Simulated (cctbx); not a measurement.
# Diagnosing a refinement

Cell a = 5.6190 Å, b = 5.6190 Å, c = 10.3590 Å, α = 90.00°, β = 90.00°, γ = 90.00°; space group I4/mcm (no. 140).

The data are simulated with cctbx, not measured: Cu Kα, λ = 1.54184 Å, to d = 0.8 Å, 80 % of the full sphere, strongest reflection 5000 counts, noise from counting, a 1.5 % proportional error and a noise floor of 4 counts (s.d.); no absorption.

An anisotropic refinement with weights 1/σ² prints:

```text
Rint 0.031, 103 unique reflections to 0.80 A
cycle     R1     wR2    GooF  max shift (A)
   1  0.0585  0.1225   6.030   0.00453
   2  0.0589  0.1180   5.809   0.00000
final R1 0.0589 wR2 0.1180 GooF 5.809  parameters 10  data/parameter 10.3
atom        x        y        z      Ueq    occ   su(xyz)  su(Uiso or U11)
Ge1    0.50000  0.50000  0.25000   0.0165  1.000  0.00000  0.0015
Co1    0.00000  0.00000  0.00000   0.0222  1.000  0.00000  0.0023
Fe1    0.33212  0.16788  0.13905   0.0226  1.000  0.00046  0.0010
difference map: max 5.08 min -1.15 rms 0.44
Q1    0.1289  0.3711  0.0000    8    5.11  2.16 A from Fe1
Q2    0.0928  0.4072  0.5000    8    1.52  1.56 A from Fe1
Q3    0.1997  0.3003  0.3410   16    1.27  0.33 A from Fe1
Q4    0.0838  0.1710  0.0000   16    0.56  1.07 A from Co1
Q5    0.0000  0.0000  0.2500    4    0.50  0.00 A from Ge1
Q6    0.0411  0.2781  0.4280   32    0.48  1.04 A from Fe1
```

**Question.** Can this result stand? If not, what is the likely fault?

Mend it. The fault: an atom left out, B at (0.8775, 0.6225, 0). Against the right model at the same level, R1 goes from 0.0121 to 0.0589 and GooF from 0.96 to 5.81 and the top difference peak, 5.1 e/Å³, lies 2.16 Å from Fe1. Q1 is the missing atom. With scattering power missing, scale and phases suffer, so peaks may also grow on the heavy atoms.

The compound is Fe4CoGeB2. The right model at the same level gives:

```text
Rint 0.031, 103 unique reflections to 0.80 A
cycle     R1     wR2    GooF  max shift (A)
   1  0.0151  0.0276   1.387   0.00499
   2  0.0121  0.0191   0.963   0.00000
final R1 0.0121 wR2 0.0191 GooF 0.963  parameters 14  data/parameter 7.4
atom        x        y        z      Ueq    occ   su(xyz)  su(Uiso or U11)
Ge1    0.50000  0.50000  0.25000   0.0176  1.000  0.00000  0.0003
Co1    0.00000  0.00000  0.00000   0.0241  1.000  0.00000  0.0004
Fe1    0.33206  0.16794  0.13950   0.0238  1.000  0.00008  0.0002
B1     0.87807  0.62193  0.00000   0.0434  1.000  0.00100  0.0027
difference map: max 0.42 min -0.37 rms 0.12
Q1    0.0693  0.4307  0.0746   16    0.42  0.88 A from B1
Q2    0.2057  0.2943  0.0933   16    0.35  1.11 A from Fe1
Q3    0.1967  0.3033  0.3313   16    0.34  0.38 A from Fe1
Q4    0.1192  0.2129  0.1771   32    0.34  1.28 A from Fe1
Q5    0.0914  0.1883  0.0477   32    0.33  1.19 A from B1
Q6    0.1841  0.3159  0.2240   16    0.29  1.42 A from Fe1
```

This is a model crystal, built by substitution and not relaxed, with assumed displacement parameters.

[Middle refinement cycles are left out of these outputs.]

[Logs are printed without paths, hosts, clocks, repeated set-up lines and the standing remarks that a program may print on its own settings, such as how far it seeks lower states.]
